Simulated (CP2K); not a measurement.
The O K edge of hydroxyacetylene was computed by TDDFT (CP2K XAS_TDP, aug-cc-pVTZ, TDA) at these levels: PBEh(45%), PBEh(45%) + GW2X and PBEh(60%). The first three lines of O3 (bonded to C and H) with a strength over 0.0015, energy in eV and strength:

| run | first | second | third |
| --- | --- | --- | --- |
| 1 | 534.83 (0.017) | 536.87 (0.025) | 537.40 (0.017) |
| 2 | 530.93 (0.017) | 532.97 (0.025) | 533.51 (0.018) |
| 3 | 537.03 (0.024) | 539.01 (0.050) | 540.06 (0.023) |

Question: Which run is which?

Run 1: PBEh(45%) + GW2X (45 % exact exchange). Run 2: PBEh(45%) (45 % exact exchange). Run 3: PBEh(60%) (60 % exact exchange). Self-interaction lifts the core level, so the uncorrected lines rise with the share of exact exchange. The GW2X run keeps the spacings of its parent: 2.04 eV between the first two lines in run 1, 2.04 eV in run 2. Its shift is +3.90 eV, since the Kohn–Sham level at this share of exchange lies that far above the quasiparticle level.

[Hosts, paths, dates, database ids (printed as entryN), source tags and the programs' standing remarks are cut or masked in the printed files.]
